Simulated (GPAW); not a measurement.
Two runs for the S K edge of atom 2 in WS2 (Tungstenite, R3m). Run A: GPAW, LDA, full core hole (charged cell), 9-atom cell with 5.5 Å between holes, 5×5×4 k points, dipole transitions, Gaussian full width 0.9 eV up to 4 eV, rising linearly to 3.5 eV at 25 eV, without spin-orbit coupling. Run B differs in one choice.

Energy from the lowest empty level; intensity scaled to a mean of 1 over the first 20 eV:

| E (eV) | A | B |
| --- | --- | --- |
| -2.0 | 0.00 | 0.00 |
| -1.4 | 0.00 | 0.00 |
| -0.8 | 0.02 | 0.01 |
| -0.2 | 0.58 | 0.40 |
| 0.4 | 2.97 | 2.42 |
| 1.0 | 2.85 | 3.20 |
| 1.6 | 1.35 | 1.48 |
| 2.2 | 1.20 | 1.10 |
| 2.8 | 1.23 | 1.19 |
| 3.4 | 0.64 | 0.98 |
| 4.0 | 0.23 | 0.37 |
| 4.6 | 0.38 | 0.29 |
| 5.2 | 0.63 | 0.48 |
| 5.8 | 0.73 | 0.68 |
| 6.4 | 0.70 | 0.77 |
| 7.0 | 0.79 | 0.81 |
| 7.6 | 0.90 | 0.86 |
| 8.2 | 1.00 | 0.92 |
| 8.8 | 1.10 | 1.03 |
| 9.4 | 1.15 | 1.13 |
| 10.0 | 1.19 | 1.18 |
| 10.6 | 1.18 | 1.17 |
| 11.2 | 1.14 | 1.12 |
| 11.8 | 1.09 | 1.08 |
| 12.4 | 1.01 | 1.03 |
| 13.0 | 0.90 | 0.95 |
| 13.6 | 0.81 | 0.86 |
| 14.2 | 0.75 | 0.80 |
| 14.8 | 0.68 | 0.75 |
| 15.4 | 0.62 | 0.69 |
| 16.0 | 0.61 | 0.64 |
| 16.6 | 0.66 | 0.64 |
| 17.2 | 0.77 | 0.70 |
| 17.8 | 0.89 | 0.81 |
| 18.4 | 0.96 | 0.92 |
| 19.0 | 0.99 | 0.99 |
| 19.6 | 0.98 | 1.02 |
| 20.2 | 0.97 | 1.01 |
| 20.8 | 0.95 | 0.99 |
| 21.4 | 0.94 | 0.97 |
| 22.0 | 0.93 | 0.95 |
| 22.6 | 0.91 | 0.94 |
| 23.2 | 0.88 | 0.92 |
| 23.8 | 0.84 | 0.89 |
| 24.4 | 0.79 | 0.84 |
| 25.0 | 0.75 | 0.79 |
| 25.6 | 0.72 | 0.75 |
| 26.2 | 0.72 | 0.72 |
| 26.8 | 0.73 | 0.71 |
| 27.4 | 0.74 | 0.71 |
| 28.0 | 0.76 | 0.72 |
| 28.6 | 0.78 | 0.73 |
| 29.2 | 0.79 | 0.75 |
| 29.8 | 0.79 | 0.77 |
| 30.4 | 0.78 | 0.78 |
| 31.0 | 0.76 | 0.79 |
| 31.6 | 0.75 | 0.78 |

**Question.** What was changed?
a) the k mesh of the spectrum
b) the broadening
c) the volume of the cell
d) the plane-wave cutoff

(c): run B changes the volume scale from 1 to 0.94. Against the first run the r.m.s. difference is 12 %. The highest intensity below 16 eV goes from 0.7 eV (3.53) to 0.8 eV (3.46). Other settings could leave a like mark; this is the one that was changed.

[Hosts, paths, dates, database ids (printed as entryN), source tags and the programs' standing remarks are cut or masked in the printed files.]

[Lists of maxima count a maximum above −3 eV only where it reaches 4 % of the highest in the window and stands out from its surroundings by 2 % of it (1.5 % where it reaches 55 %); shoulders and weaker maxima are passed over, and of the rest the first, up to two pre-edge ones and the few strongest are named.]
